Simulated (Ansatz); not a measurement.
# MgO (Periclase, Fm-3m): from the cell to its phonons, part 3 of 3

The cell of MgO (Periclase, Fm-3m) is at rest. What are its phonons? After the zone centre comes a 4×4×4 q mesh on a 12×12×12 k mesh.

Ansatz 0.2.0; DFT PBEsol, scalar-relativistic, plane waves, PAW.

So far, highest frequency on the path or at a solved wavevector (cm⁻¹): step 3 (phonons on a q mesh) 692.

The database entry behind the starting cell differs from later determinations by our own check (about 0.1 % long), so it need not match the best structure at ambient conditions.

**4. Finite displacements in a supercell**

Finite displacements in a 2×2×2 supercell give force constants from forces alone. They are exact at the wavevectors that the supercell holds, where they check the linear-response result.

Input file input.yaml:

```yaml
crystal:
  lattice:
    - [0.0, 2.1071057379, 2.1071057379]
    - [2.1071057379, 0.0, 2.1071057379]
    - [2.1071057379, 2.1071057379, 0.0]
  atoms:
    - { symbol: Mg, position: [0.0, 0.0, 0.0] }
    - { symbol: O, position: [0.5, 0.5, 0.5] }
kpoints:
  mp_grid: { grid: [12, 12, 12] }
hamiltonian:
  xc: pbesol
scf:
  occupations: { method: fixed }
output:
  eigenvalues: true
phonons:
  method: fd
  supercell: [2, 2, 2]
  temperatures: { t_max: 1000, t_step: 50 }
  qpath:
    path:
      - [[0.0, 0.0, 0.0], [0.5, 0.0, 0.5], [0.625, 0.25, 0.625]]
      - [[0.375, 0.375, 0.75], [0.0, 0.0, 0.0], [0.5, 0.5, 0.5], [0.5, 0.25, 0.75], [0.5, 0.0, 0.5]]
    npoints: 10
  non_analytic_term:
    high_frequency_dielectric_tensor: [[3.2457, 0.0, 0.0], [0.0, 3.2457, 0.0], [0.0, 0.0, 3.2457]]
    born_effective_charges:
      - { species: Mg, tensor: [[1.9803, 0.0, 0.0], [0.0, 1.9803, 0.0], [0.0, 0.0, 1.9803]] }
      - { species: O, tensor: [[-1.9803, 0.0, 0.0], [0.0, -1.9803, 0.0], [0.0, 0.0, -1.9803]] }
    source: "zone-centre run at this cell"
```

Run with:

```bash
$ ansatz run input.yaml --threads 4 --pin off --max-ram 7168MiB --backend cpu --events-out ev --progress --plain --runs-dir out
```

Numbers of over 12 decimals in the logs are rounded to 6 here.

Output:

```text
[...]
Crystal: 16 atoms, lattice volume = 149.685 Å³
Basis set: ecut = 420 eV, 2891 PW (Γ), exchange–correlation on 80×80×80 points (8 copies of the dense FFT grid, shifted against one another)
Bands: 80, of which v1, the nominal top of the filled ones, is band 64 counted from 1 (63 counted from 0)
Symmetry: 384 space group operations
k-points: 16 of 216
[...]
SCF iter   1: F=—  HF=-19806.971878 eV  |F-HF|=—  |Δ(HF+E_count)|=         —  Δρ=2.70e-7  dr2=4.21e-11  ethr=1.00e-12  ⟨swp⟩=3.0  Hψ=3158  notcnv=0
[...]
SCF iter   2: F=-19806.971878 eV  HF=-19806.971878 eV  |F-HF|=0.00e0  |Δ(HF+E_count)|=  2.18e-11  Δρ=7.52e-8  dr2=2.80e-12  ethr=1.00e-12  ⟨swp⟩=3.4  Hψ=3408  notcnv=0
SCF 1 converged in 2 iterations: F = -19806.971878 eV  dr2 = 2.80e-12
[...]
Symmetry: 8 space group operations
k-points: 30 of 216 (time reversal used)
iter 1 solved again at ethr=1.07e-8 eV; its pass at ethr=3.10e-3 eV (dr2=1.37e-5 eV) is discarded
[...]
SCF iter   8: F=-19806.971843 eV  HF=-19806.971843 eV  |F-HF|=0.00e0  |Δ(HF+E_count)|=  3.64e-12  Δρ=2.47e-8  dr2=9.33e-13  ethr=1.00e-12  ⟨swp⟩=5.0  Hψ=8814  notcnv=0
SCF 2 converged in 8 iterations: F = -19806.971843 eV  dr2 = 9.33e-13
[...]
SCF iter   7: F=-19806.971845 eV  HF=-19806.971845 eV  |F-HF|=0.00e0  |Δ(HF+E_count)|=  3.64e-12  Δρ=2.94e-8  dr2=8.61e-13  ethr=1.00e-12  ⟨swp⟩=5.0  Hψ=9153  notcnv=0
SCF 3 converged in 7 iterations: F = -19806.971845 eV  dr2 = 8.61e-13
[...]
SCF converged after 2 iterations
Free energy (F): -19806.971878 eV
[...]
Internal energy: -19806.971878 eV  (E = F + TS)
E sigma→0 (E₀):  -19806.971878 eV
Fermi energy:    7.994626 eV
[...]
--- Band table (eV; the first three rows and the last of 16) ---
  k-point 0: bands = [... 60 lower, 7.3383, 7.9946, 7.9946, 7.9946, 12.6138, 15.7360, 15.7360, 15.7360, ... 12 higher]
  k-point 1: bands = [... 60 lower, 7.3791, 7.5155, 7.9468, 7.9468, 13.0743, 15.7110, 16.0662, 16.0662, ... 12 higher]
  k-point 2: bands = [... 60 lower, 7.4921, 7.4921, 7.8190, 7.8190, 14.0423, 15.5292, 16.8401, 16.8401, ... 12 higher]
  k-point 15: bands = [... 60 lower, 7.3232, 7.3232, 7.4073, 7.4073, 16.1572, 16.1572, 16.6617, 16.6617, ... 12 higher]
--- Phonons: 2 displaced members + reference (amplitude 0.0025 Å, Σ member SCF iterations 15) ---
  symmetry images taken by strict's conditions (phonons.symmetry_images: auto; settled by no image being taken that strict refuses)
  ASR residual: 1.723e-4 → 0.000e0 eV/Å²; symmetrization residual: 4.843e-5 eV/Å²
  largest component of a force at the reference: 6.2e-29 eV/Å
  ASR residual per site (eV/Å²): 1.72e-4 1.54e-5
  Γ frequencies (cm⁻¹): 0.00 0.00 0.00 387.51 387.51 387.51
[...]
```

Run time: 18 s. Hardware: 4 threads of Arm Neoverse V1, shared host; peak memory 0.7 GiB; 68 s of CPU time.

This step gave:

```
atoms in the supercell               : 16
sum-rule residual before enforcement : 1.72e-4 eV/Å²
```

Interpolated from a 2×2×2 supercell, rough between the solved points, with the LO-TO term (at Γ the limit along the path; where Γ stands inside the path, tables give the limit on arrival). The phonon branches at the labelled points (cm⁻¹):

| point | branch 1 | branch 2 | branch 3 | branch 4 | branch 5 | branch 6 |
| --- | --- | --- | --- | --- | --- | --- |
| Γ | 0 | 0 | 0 | 388 | 388 | 692 |
| halfway | 216 | 216 | 331 | 411 | 411 | 605 |
| X | 284 | 284 | 415 | 436 | 436 | 534 |
| halfway | 281 | 316 | 411 | 430 | 445 | 524 |
| U | 274 | 386 | 396 | 412 | 464 | 496 |
| jump to K | 274 | 386 | 396 | 412 | 464 | 496 |
| halfway | 218 | 247 | 352 | 354 | 418 | 624 |
| Γ | 0 | 0 | 0 | 388 | 388 | 692 |
| halfway | 187 | 187 | 321 | 373 | 373 | 660 |
| L | 271 | 271 | 353 | 353 | 537 | 556 |
| halfway | 278 | 318 | 388 | 421 | 478 | 520 |
| W | 339 | 369 | 369 | 422 | 475 | 475 |
| halfway | 310 | 313 | 406 | 431 | 447 | 514 |
| X | 284 | 284 | 415 | 436 | 436 | 534 |

The phonon branches as a text plot (rows in cm⁻¹):

```
    678 |***                      **********
    649 |   *                    *          **
    620 |    **                 *             *
    592 |      **              *               **
    563 |        *           **                  ***
    534 |         ******                         ******       ***
    505 |               *** *                   *   ** **   **
    476 |                 **                   *      *  ***
    447 |           ******  ***                        **   *****
    418 |      *******************            *       * *********
    390 |******  *       ****  *  ********** *      **** * ***
    361 |       *        *  ********        *********    ***
    332 |      *        *    **             *         ********
    303 |             **       * *                  **  *     **
    274 |    **  ************              *    ********        *
    245 |       *            **** **          **
    216 |   *  *                **           *
    188 |    **                  *        * *
    159 |  *                      ***      *
    130 |   *                     **     **
    101 |  *                        *
     72 | *                          *  **
     43 | *                          *  *
     14 |*                            **
         Γ           X  U|K            Γ         L        W     X
```

Tetrahedra on a 26×26×26 mesh, mean over bins of 10 cm-1. Interpolated from a 2×2×2 supercell, rough between the solved points. Phonon density of states against wavenumber; read off at these points:

wavenumber (cm⁻¹), phonon density of states (1/cm⁻¹/cell) and a bar:
```
        5     0.0000 
       25     0.0000 
       55     0.0002 
       75     0.0004 
      105     0.0008 #
      125     0.0011 #
      145     0.0016 #
      175     0.0026 ##
      195     0.0036 ###
      215     0.0051 #####
      245     0.0097 #########
      265     0.0258 ########################
      275     0.0263 ########################
      295     0.0145 #############
      315     0.0107 ##########
      335     0.0087 ########
      365     0.0230 #####################
      385     0.0261 ########################
      405     0.0325 ##############################
      425     0.0315 #############################
      435     0.0272 #########################
      455     0.0177 ################
      485     0.0057 #####
      505     0.0088 ########
      525     0.0096 #########
      555     0.0065 ######
      575     0.0051 #####
      595     0.0043 ####
      625     0.0034 ###
      645     0.0028 ###
      675     0.0017 ##
      695     0.0001
```

At Γ the two methods differ by at most 0.0 cm⁻¹.

**5. What came out**

```yaml
space_group_within_0p01_a: Fm-3m
volume_per_atom: 9.36 Å³
gap_on_the_k_mesh: 4.62 eV
highest_optical_mode_at_the_zone_centre_no_lo_to_term: 388 cm⁻¹
top_of_the_zone_centre_spectrum_with_the_field: 692 cm⁻¹
lowest_optical_zone_centre_mode: 388 cm⁻¹
mean_high_frequency_dielectric_constant: 3.25
mean_static_dielectric_constant: 10.4
largest_born_charge_third_of_the_trace: 1.98 e
lowest_mode_on_the_q_mesh_acoustic_modes_at_gamma_apart: 179 cm⁻¹
highest_frequency_on_the_path_or_at_a_solved_wavevector: 692 cm⁻¹
zero_point_energy_per_atom: 72.2 meV
heat_capacity_at_300_k: 18.7 J/(mol atoms K)
vibrational_entropy_at_300_k: 14.1 J/(mol atoms K)
debye_temperature_second_moment: 751 K
imaginary_modes_on_the_4x4x4_q_mesh: none
```

What this shows: The structure is a minimum as far as tested: no mode is imaginary at the 8 irreducible wavevectors of the 4×4×4 mesh, and the softest away from the acoustic zeros lies at 179 cm⁻¹. Without the field, the optical modes at Γ form one degenerate level at 388 cm⁻¹. With the macroscopic field of the longitudinal modes the top of the zone-centre spectrum lies at 692 cm⁻¹, against 388 cm⁻¹ without it. Lattice motion raises the mean dielectric constant from 3.246 to 10.36. The strongest infrared line is at 388 cm⁻¹. Finite displacements and linear response differ by 0.0 cm⁻¹ in the highest zone-centre mode. These are harmonic frequencies at zero temperature: anharmonic shifts, linewidths and thermal expansion are left out.

Comparison with the measured values:

| quantity | measured | PBEsol, PAW |
| --- | --- | --- |
| ε∞ (mean of the tensor) | 2.95 | 3.25 (+10.0 %) |
| infrared mode, TO phonon at Gamma (T1u) (cm⁻¹) | 396.5 | 388 (-2.3 %) |

Measured values from arxiv:0704.2267 (2007).

How well it matches: The ε∞ is off by +10.0 %: fair agreement. The infrared mode is off by -2.3 %: good agreement. The grades are ours: good and fair within 7 and 18 % for the ε∞ and 3 and 7 % for the infrared mode. For infrared mode the calculation has a static lattice, without zero-point motion or thermal motion (measured at up to 295 K).

[Logs are printed without paths, hosts, clocks, repeated set-up lines and the standing remarks that a program may print on its own settings, such as how far it seeks lower states.]

[Hosts, paths, dates, database ids (printed as entryN), source tags and the programs' standing remarks are cut or masked in the printed files.]
